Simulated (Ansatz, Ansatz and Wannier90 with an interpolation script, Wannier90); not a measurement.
Rows from a G0W0 calculation on SrLaGaO4 (I4mm) (Ansatz 0.2.0; G0W0 on LDA, plane waves, PAW; 6×6×6 mesh, 285 empty bands, screening to 120 eV), in eV. Spin-orbit coupling is left out.

| row | k | band | start | Σx | Σc at the solution | Vxc |
| --- | --- | --- | --- | --- | --- | --- |
| A | (-0.500, -0.500, -0.500) | c1 | 12.388 | -8.001 | -4.845 | -14.265 |
| B | (0.000, 0.000, 0.167) | c1 | 13.144 | -12.928 | -6.727 | -22.284 |
| C | (0.000, 0.000, 0.167) | v1 | 9.121 | -25.580 | 4.371 | -20.748 |
| D | (0.000, 0.000, 0.167) | c2 | 13.753 | -19.117 | -9.377 | -32.154 |
| E | (-0.500, -0.500, -0.500) | c2 | 13.229 | -12.854 | -3.981 | -18.177 |
| F | (-0.500, -0.500, -0.500) | v1 | 8.916 | -25.481 | 4.405 | -20.620 |

Give the quasiparticle energies and the shift of each level.

The quasiparticle equation reads E = start + Σx + Σc(E) − Vxc.

| row | E (eV) | shift (eV) |
| --- | --- | --- |
| A | 13.807 | +1.419 |
| B | 15.773 | +2.629 |
| C | 8.661 | −0.460 |
| D | 17.413 | +3.660 |
| E | 14.571 | +1.342 |
| F | 8.461 | −0.455 |

The gap over the computed points goes from 3.25 eV to 5.15 eV.

Limits: not at the basis limit; f levels unsure; no spin-orbit coupling.

[Runs of the session that timed out or met a known fault of the program may be left out.]

[Hosts, paths, dates, database ids (printed as entryN), source tags and the programs' standing remarks are cut or masked in the printed files.]
